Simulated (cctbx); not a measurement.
# Reading a Patterson map

Space group P6_3/mmc (no. 194), a = 5.1530 Å, b = 5.1530 Å, c = 8.4910 Å, α = 90.00°, β = 90.00°, γ = 120.00°, content Tl2 Fe6 Ti4.

The data are simulated with cctbx, not measured: Cu Kα, λ = 1.54184 Å, to d = 0.8 Å, 70 % of the full sphere, strongest reflection 5000 counts, noise from counting, a 2 % proportional error and a noise floor of 4 counts (s.d.); no absorption, some extinction.

Patterson synthesis from sharpened amplitudes, origin scaled to 1000:

```text
Patterson group P 6/m m m
      u       v       w   height  length (A)
  0.000   0.000   0.000   1000.0     0.00
  0.000   0.000   0.500    755.0     4.25
  0.333   0.667   0.457    185.4     4.89
  0.172   0.343   0.255    184.5     2.65
  0.333   0.667   0.064    157.9     3.02
  0.000   0.500   0.000     71.4     2.58
  0.000   0.000   0.360     67.0     3.06
  0.000   0.500   0.175     59.7     2.98
  0.000   0.000   0.138     56.3     1.17
  0.106   0.212   0.082     47.9     1.17
  0.130   0.261   0.500     45.2     4.40
  0.210   0.420   0.500     37.8     4.64
  0.107   0.214   0.421     32.9     3.70
  0.080   0.240   0.000     28.9     1.09
```

Q: Assign the vectors.

A peak at u stands for all pairs with xi − xj = u, with weight Σ ZiZj against Σ Z² = 19114 at the origin. Peak heights follow these weights only roughly, since form factors, motion and series ripples differ, all vectors within 0.55 Å of a peak are counted as merged into it though the farther ones add only part of their weight, and F(000) is left out, which lowers the whole map:

| u | v | w | shortest length (Å) | height | 1000 ΣZiZj/ΣZ² | pairs in the cell |
| --- | --- | --- | --- | --- | --- | --- |
| 0.000 | 0.000 | 0.500 | 4.25 | 755 | 687 | 2 × Tl–Tl |
| 0.333 | 0.667 | 0.457 | 4.89 | 185 | 343 | 2 × Tl–Ti, 3 × Fe–Fe, 2 × Ti–Ti |
| 0.172 | 0.343 | 0.255 | 2.65 | 184 | 280 | 2 × Tl–Fe, 2 × Fe–Ti |
| 0.333 | 0.667 | 0.064 | 3.02 | 158 | 212 | 2 × Tl–Ti, 1 × Ti–Ti |
| 0.000 | 0.500 | 0.000 | 2.58 | 71 | 141 | 4 × Fe–Fe |
| 0.000 | 0.000 | 0.360 | 3.06 | 67 | 51 | 2 × Ti–Ti |
| 0.000 | 0.500 | 0.175 | 2.97 | 60 | 120 | 4 × Fe–Ti |
| 0.000 | 0.000 | 0.138 | 1.17 | 56 | 0 | none within 0.55 Å |
| 0.106 | 0.212 | 0.082 | 1.17 | 48 | 0 | none within 0.55 Å |
| 0.130 | 0.261 | 0.500 | 4.40 | 45 | 71 | 2 × Fe–Fe |

The table stops at ten peaks or at a height of 45, below which ripples compete. In the model behind the data Tl, the heaviest element, has 1 independent site: (0, 0, 1/2), up to an allowed shift of origin; the Tl–Tl vectors are differences of these positions and their symmetry mates. The whole model:

| atom | mult. | x | y | z | Ueq (Å²) |
| --- | --- | --- | --- | --- | --- |
| Tl1 | 2 | 0 | 0 | 1/2 | 0.0048 |
| Fe1 | 6 | 0.6613 | 0.8306 | 3/4 | 0.0049 |
| Ti1 | 4 | 2/3 | 1/3 | 0.9415 | 0.0040 |

This is a model crystal, built by substitution and not relaxed, with assumed displacement parameters.

[Logs are printed without paths, hosts, clocks, repeated set-up lines and the standing remarks that a program may print on its own settings, such as how far it seeks lower states.]
